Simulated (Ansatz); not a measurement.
# CsLaTeS (built on the sites of a database entry of CsLaS2): from the cell to its phonons, part 2 of 2

Wanted: phonon frequencies of CsLaTeS (built on the sites of a database entry of CsLaS2) and what follows from them.

Ansatz 0.2.0; DFT PBEsol, scalar-relativistic, plane waves, PseudoDojo norm-conserving pseudopotentials.

So far. Step 4 (Relaxing to small forces for the phonons): The largest force component left is 0.46 meV/Å and the pressure is -0.001 GPa, within the tolerances set. The cell now holds 36.10 Å³/atom. The relaxed cell has a = 4.460, c = 25.153 Å (conventional setting).

The structure was built from a prototype and need not be the compound's stable phase.

In doubt: the program warns that the response may not be converged on this k-mesh (step 5), which bears on the force constants and all frequencies.

### 5. Zone-centre response

The zone centre is the only wavevector solved here; it holds the modes that light can see, as far as symmetry allows. The response to a homogeneous field gives the Born charges and the dielectric tensor.

input.yaml reads:

```yaml
crystal:
  lattice:
    - [2.2298519943, 1.2874039495, 8.3843083621]
    - [-2.2298519943, 1.2874039495, 8.3843083621]
    - [0.0, -2.574812998, 8.3843075791]
  atoms:
    - { symbol: Cs, position: [0.0048036023, 0.0048036023, 0.0048036023] }
    - { symbol: La, position: [0.4911984364, 0.4911984364, 0.4911984364] }
    - { symbol: Te, position: [0.2330067678, 0.2330067678, 0.2330067678] }
    - { symbol: S, position: [0.7709911935, 0.7709911935, 0.7709911935] }
kpoints:
  mp_grid: { grid: [6, 6, 6] }
hamiltonian:
  xc: pbesol
  pseudopotentials: { kind: nc, accuracy: standard }
scf:
  occupations: { method: fixed }
output:
  eigenvalues: true
phonons:
  method: dfpt
  dielectric: true
  rigid_motions: translations
```

Started as:

```bash
> ansatz run input.yaml --threads 8 --pin off --max-ram 14336MiB --backend cpu --events-out ev --progress --plain --runs-dir out
```

Numbers of over 12 decimals in the logs are rounded to 6 here.

What it wrote:

```text
[...]
Crystal: 4 atoms, lattice volume = 144.414 Å³
Basis set: ecut = 1496.626244 eV, 18953 PW (Γ), exchange–correlation on 240×240×240 points (8 copies of the dense FFT grid, shifted against one another)
Bands: 26, of which v1, the nominal top of the filled ones, is band 21 counted from 1 (20 counted from 0)
Symmetry: 6 space group operations
k-points: 68 of 216 (irreducible under 2 space group operations, time reversal used)
[...]
SCF iter   1: F=—  HF=-4745.126804 eV  |F-HF|=—  |Δ(HF+E_count)|=         —  Δρ=3.21e-2  dr2=2.69e0  ethr=3.10e-3  ⟨swp⟩=16.9  Hψ=17456  notcnv=0  defer=282
[...]
SCF iter  12: F=-4744.374757 eV  HF=-4744.374757 eV  |F-HF|=1.27e-11  |Δ(HF+E_count)|=  3.21e-10  Δρ=1.30e-7  dr2=4.22e-11  ethr=1.00e-12  ⟨swp⟩=54.7  Hψ=36446  notcnv=0
SCF 1 converged in 12 iterations: F = -4744.374757 eV  dr2 = 4.22e-11
NSCF: frozen V_eff on 5 k-points
DFPT response loops at Γ: preconditioner auto → Resta (q_TF=auto, 2.221 Å⁻¹)  ε∞=6.3 (no band partly filled); β = 1.00, the filter's whole step (`scf.mixing.beta` (0.50) is not read by the response loops at its default; to damp them type it under 1.00, their step now; it binds the ground state too); Broyden in place of MSR1
the response loops of the zone centre start from zero, take more passes and end by a threshold: the memory limit or budget leaves too little room for the subspace of the ground state's own states beside the solves, or none could be made (phonons.method)
── the response to a field inside a basis, on 8×8×8 k-points: an SCF that follows is theirs, and a resumed run solves both again ──
Bands: 22, of which v1, the nominal top of the filled ones, is band 21 counted from 1 (20 counted from 0)
k-points: 60 of 512 (time reversal used)
[...]
Eigensolver: Dense (60 Hₖ)
SCF iter   1: F=—  HF=-4744.346733 eV  |F-HF|=—  |Δ(HF+E_count)|=         —  Δρ=1.40e-4  dr2=9.00e-6  ethr=1.00e-1
[...]
SCF iter   3: F=-4744.346741 eV  HF=-4744.346741 eV  |F-HF|=4.77e-8  |Δ(HF+E_count)|=   2.40e-6  Δρ=5.71e-6  dr2=4.69e-8  ethr=5.76e-9
SCF 1 converged in 3 iterations: F = -4744.346741 eV  dr2 = 4.69e-8
[...]
WARN: field response: ε∞ stands inside a basis, on 8×8×8 points; the force constants stand on the 6×6×6 k-mesh, whose period is 12.87 times the interband length at k = (0.0000, 0.0000, 0.0000), direct gap 2.386 eV, under 14: take them and everything formed from them as unconverged, and compare with a denser kpoints.mp_grid
SCF converged after 12 iterations
Free energy (F): -4744.374757 eV
[...]
Internal energy: -4744.374757 eV  (E = F + TS)
E sigma→0 (E₀):  -4744.374757 eV
Fermi energy:    6.827825 eV
[...]
--- Band table (eV; the first three rows and the last of 68) ---
  k-point 0: bands = [... 17 lower, 4.6580, 6.2251, 6.8278, 6.8278, 9.2136, 9.5110, 9.5110, 9.5223, ... 1 higher]
  k-point 1: bands = [... 17 lower, 4.7567, 5.9224, 6.3183, 6.6271, 9.1082, 9.5368, 9.5725, 9.6667, ... 1 higher]
  k-point 2: bands = [... 17 lower, 4.9128, 5.3826, 6.0978, 6.3765, 8.8827, 9.5327, 9.5566, 9.5762, ... 1 higher]
  k-point 67: bands = [... 17 lower, 4.6828, 5.5407, 6.7425, 6.7425, 9.2050, 9.5790, 9.5790, 9.7167, ... 1 higher]
--- Phonons (Γ-DFPT): 8 representative perturbations + reference, on 68 of 216 k-points (Σ response iterations 63) ---
  k mesh reduced under 2 symmetry operations, with k and −k counted as one. Each operation leaves every solved perturbation unchanged. A smaller set is not considered because the run solves the response to a homogeneous field
  ASR residual: 1.124e-4 → 0.000e0 eV/Å²; symmetrization residual: 1.069e-4 eV/Å²
  ASR residual per site (eV/Å²): 9.74e-5 1.01e-4 1.12e-4 2.08e-5
  Γ frequencies (cm⁻¹): 0.00 0.00 0.00 52.04 52.04 84.45 97.40 97.40 142.35 168.61 168.61 197.72
  ε∞ (high-frequency dielectric tensor):
        6.355561     0.000000    -0.000000
        0.000000     6.355561     0.000000
       -0.000000     0.000000     4.904948
  ε⁰ (static dielectric tensor: ions relaxed, cell fixed):
       15.225696    -0.000000    -0.000000
       -0.000000    15.225696     0.000001
       -0.000000     0.000001     9.491506
  ε⁰ − ε∞ (ionic part):
        8.870136    -0.000000    -0.000000
       -0.000000     8.870136     0.000001
       -0.000000     0.000001     4.586559
  softest optical mode at Γ: 52.04 cm⁻¹; the repairs (sum rule, projections) moved no ω² at Γ by more than (3.34 cm⁻¹)²
  Born effective charges Z* (e; rows j = field, columns β = displacement):
    site 0:
         1.08372    0.00000   -0.00000
         0.00000    1.08372   -0.00000
        -0.00000   -0.00000    2.07852
    site 1:
         4.51655    0.00000   -0.00000
         0.00000    4.51655    0.00000
        -0.00000    0.00000    1.92678
    site 2:
        -2.56861   -0.00000    0.00000
        -0.00000   -2.56861   -0.00000
         0.00000   -0.00000   -1.83504
    site 3:
        -3.03166   -0.00000    0.00000
        -0.00000   -3.03166   -0.00000
         0.00000   -0.00000   -2.17025
  Z* charge neutrality: 5.634e-3 e pre-enforcement
  solved inside a basis spanned on kpoints, on 8×8×8 k-points, its susceptibility summed on 10×10×10: ε∞ is read to err by 3.8e-2, Z* by 4.8e-2 e (field_mesh: kpoints solves on kpoints); Z* is corrected for what the basis lacks
  optical modes at Γ without the LO–TO term, one row a degenerate level:
      ω (cm⁻¹)  modes    IR ((D/Å)²/amu)
         52.04      2             0.1529
         84.45      1             1.4602
         97.40      2             4.9578
        142.35      1             0.2507
        168.61      2            17.6869
        197.72      1             3.6539
  optical modes at Γ + LO–TO along q̂ = [1.0000, 0.0000, 0.0000]:
      ω (cm⁻¹)  modes    IR ((D/Å)²/amu)
         52.04      1             0.0764
         52.68      1             0.0108
         84.45      1             1.4602
         97.40      1             2.4789
        109.83      1             0.4544
        142.35      1             0.2507
        168.61      1             8.8434
        197.72      1             3.6539
        228.64      1            10.9336
  optical modes at Γ + LO–TO along q̂ = [0.0000, 1.0000, 0.0000]:
      ω (cm⁻¹)  modes    IR ((D/Å)²/amu)
         52.04      1             0.0764
         52.68      1             0.0108
         84.45      1             1.4602
         97.40      1             2.4789
        109.83      1             0.4544
        142.35      1             0.2507
        168.61      1             8.8434
        197.72      1             3.6539
        228.64      1            10.9336
  optical modes at Γ + LO–TO along q̂ = [0.0000, 0.0000, 1.0000]:
      ω (cm⁻¹)  modes    IR ((D/Å)²/amu)
         52.04      2             0.1529
         97.40      2             4.9578
        100.77      1             0.6617
        144.41      1             0.1485
        168.61      2            17.6869
        227.24      1             4.5546
```

It took 19 min on 8 threads of Arm Neoverse V1, shared host; peak memory 11 GiB.

Reading the cycles: dr2 is the Hartree energy of the density residual (eV), the measure of convergence; HF is the Harris–Foulkes estimate of the energy, which meets the free energy F at convergence.

This step gave:

* sum-rule residual before enforcement: 1.12e-4 eV/Å²
* miss of the charge sum rule: 0.005634 e
* estimated error of the dielectric tensor: 0.03764
* estimated error of the Born charges: 0.04831 e
* point group: 3m
* highest optical mode at the zone centre (no LO-TO term): 197.7 cm⁻¹
* lowest optical zone-centre mode: 52.04 cm⁻¹
* mean high-frequency dielectric constant: 5.872
* largest Born charge (third of the trace): 3.653 e
* mean static dielectric constant: 13.31
* top of the zone-centre spectrum with the field: 228.6 cm⁻¹

Without the LO-TO term. Patterns of degenerate modes are one choice out of their space. Modes at Γ, with each element's share of the kinetic energy:

```
mode  frequency (cm⁻¹)  symmetry  Cs %  La %  Te %  S %
   1               0.0  acoustic    31    32    30    7
   2               0.0  acoustic    31    32    30    7
   3               0.0  acoustic    31    32    30    7
   4              52.0         E    69    20     9    2
   5              52.0         E    69    20     9    2
   6              84.5        A1    68     8    19    4
   7              97.4         E     0    36    61    3
   8              97.4         E     0    36    61    3
   9             142.3        A1     1    41    51    7
  10             168.6         E     0    12     1   88
  11             168.6         E     0    12     1   88
  12             197.7        A1     0    18     0   81
```

Displacements in mode 5 (52.0 cm⁻¹), the largest set to 1:
```
Cs1  0.00  1.00  0.00
La2  0.00 -0.53  0.00
Te3  0.00 -0.37  0.00
S4   0.00 -0.37  0.00
```

Displacements in mode 8 (97.4 cm⁻¹), the largest set to 1:
```
Cs1  0.00 -0.09  0.00
La2  0.00 -0.74  0.00
Te3  0.00  1.00  0.00
S4   0.00 -0.41  0.00
```

Optical modes at the zone centre, without and with the macroscopic field of the longitudinal modes; each column is sorted by frequency, so a row need not hold one and the same mode. Modes with and without the field, by row:

| rank among optical modes | no field (cm⁻¹) | q along (1, 0, 0) (cm⁻¹) | q along (0, 0, 1) (cm⁻¹) |
| --- | --- | --- | --- |
| 1 | 52 | 52 | 52 |
| 2 | 52 | 52.7 | 52 |
| 3 | 84.5 | 84.5 | 97.4 |
| 4 | 97.4 | 97.4 | 97.4 |
| 5 | 97.4 | 109.8 | 100.8 |
| 6 | 142.3 | 142.3 | 144.4 |
| 7 | 168.6 | 168.6 | 168.6 |
| 8 | 168.6 | 197.7 | 168.6 |
| 9 | 197.7 | 228.6 | 227.2 |

Born charge (rows field, columns displacement) (e), principal values of the symmetric part by kind of site:

| atom | atoms with these values | low | middle | high | mean |
| --- | --- | --- | --- | --- | --- |
| Cs1 | 1 | 1.08 | 1.08 | 2.08 | 1.42 |
| La2 | 1 | 1.93 | 4.52 | 4.52 | 3.65 |
| Te3 | 1 | -2.57 | -2.57 | -1.83 | -2.32 |
| S4 | 1 | -3.03 | -3.03 | -2.17 | -2.74 |

In full for S4:

```
-3.03  0.00  0.00
 0.00 -3.03  0.00
 0.00  0.00 -2.17
```

High-frequency dielectric tensor:

```
6.36 0.00 0.00
0.00 6.36 0.00
0.00 0.00 4.90
```

Static dielectric tensor (ions relaxed, fixed cell):

```
15.23  0.00  0.00
 0.00 15.23  0.00
 0.00  0.00  9.49
```

Transverse modes. Infrared lines, with heights relative to the strongest:

| position (cm⁻¹) | label | relative intensity |
| --- | --- | --- |
| 52 | E | 0.9 |
| 84 | A1 | 8.3 |
| 97 | E | 28 |
| 142 | A1 | 1.4 |
| 169 | E | 100 |
| 198 | A1 | 21 |

Before it was imposed, the acoustic sum rule was missed by 1.1e-4 eV/Å² and the charge sum rule by 0.0056 e. Small misses are needed for a sound result but don't prove that mesh and cutoff are converged. The lowest optical mode is real, 52.0 cm⁻¹.

The log warns of the k mesh: “the force constants stand on the 6×6×6 k-mesh, whose period is 12.87 times the interband length at k = (0.0000, 0.0000, 0.0000), direct gap 2.386 eV, under 14: take them and everything formed from them as unconverged”.

### 6. Another isotope, element S, natural mass 32.06 amu

An isotope changes the mass and not the force constants, so no new electronic calculation is needed; the shifts show which modes move this element.

The same force constants with the mass of S changed from 32.060 to 33.968 u (phonopy, no LO-TO term). Both lists are sorted by frequency; levels can cross, so a row need not hold one and the same mode. Modes under 3 cm⁻¹ are left out. Isotope shifts, by row:

| q | rank | natural mass (cm⁻¹) | changed mass (cm⁻¹) |
| --- | --- | --- | --- |
| 0 0 0 | 4 | 52.04 | 52 |
| 0 0 0 | 5 | 52.04 | 52 |
| 0 0 0 | 6 | 84.45 | 84.35 |
| 0 0 0 | 7 | 97.4 | 97.32 |
| 0 0 0 | 8 | 97.4 | 97.32 |
| 0 0 0 | 9 | 142.3 | 142.1 |
| 0 0 0 | 10 | 168.6 | 164.4 |
| 0 0 0 | 11 | 168.6 | 164.4 |
| 0 0 0 | 12 | 197.7 | 193.2 |

A mode of this element alone would shift by -2.85 %. The highest zone-centre frequency without the field goes from 197.7 to 193.2 cm⁻¹ (-2.3 %). The product of the frequency ratios over all optical modes at Γ is 0.923; the product rule, (m/m′)^(3k/2) (M′/M)^(3/2) with k = 1 such atoms and M the mass of the cell, gives 0.923.

### 7. Isotope substitution, element Te, natural mass 127.6 amu

The same for Te, from 127.60 to 129.91 u.

A mode of this element alone would shift by -0.89 %. The highest zone-centre frequency without the field goes from 197.7 to 197.7 cm⁻¹ (+0.0 %). The product of the frequency ratios over all optical modes at Γ is 0.982; the product rule, (m/m′)^(3k/2) (M′/M)^(3/2) with k = 1 such atoms and M the mass of the cell, gives 0.981.

### 8. Results

| Property | Result |
| --- | --- |
| space group after relaxation (within 0.01 Å) | R3m |
| volume per atom | 36.1 Å³ |
| gap on the k-mesh | 1.53 eV |
| highest optical mode at the zone centre (no LO-TO term) | 198 cm⁻¹ |
| top of the zone-centre spectrum with the field | 229 cm⁻¹ |
| lowest optical zone-centre mode | 52.0 cm⁻¹ |
| mean high-frequency dielectric constant | 5.87 |
| mean static dielectric constant | 13.3 |
| largest Born charge (third of the trace) | 3.65 e |
| imaginary modes at Γ (the only wavevector solved) | none |

The structure is stable against zone-centre distortions, since no mode there is imaginary; other wavevectors were not solved, so zone-boundary instabilities are untested. Without the field, the optical modes at Γ span 52 to 198 cm⁻¹. No dispersion was computed. The highest mode in this list at Γ, 197.7 cm⁻¹, is mostly motion of S (81 % of the kinetic energy). With the macroscopic field of the longitudinal modes the top of the zone-centre spectrum lies at 229 cm⁻¹, against 198 cm⁻¹ without it. Lattice motion raises the mean dielectric constant from 5.872 to 13.31. The strongest infrared line is at 169 cm⁻¹. With the field response the log warns that the k mesh is coarse for the force constants too, so the frequencies may not be converged. Spin-orbit coupling is left out, which can matter for the heavy elements here. The starting cell was built on a prototype and not taken from a measurement, so the phase need not exist. These are harmonic frequencies at zero temperature: anharmonic shifts, linewidths and thermal expansion are left out.

[Logs are printed without paths, hosts, clocks, repeated set-up lines and the standing remarks that a program may print on its own settings, such as how far it seeks lower states.]

[Hosts, paths, dates, database ids (printed as entryN), source tags and the programs' standing remarks are cut or masked in the printed files.]
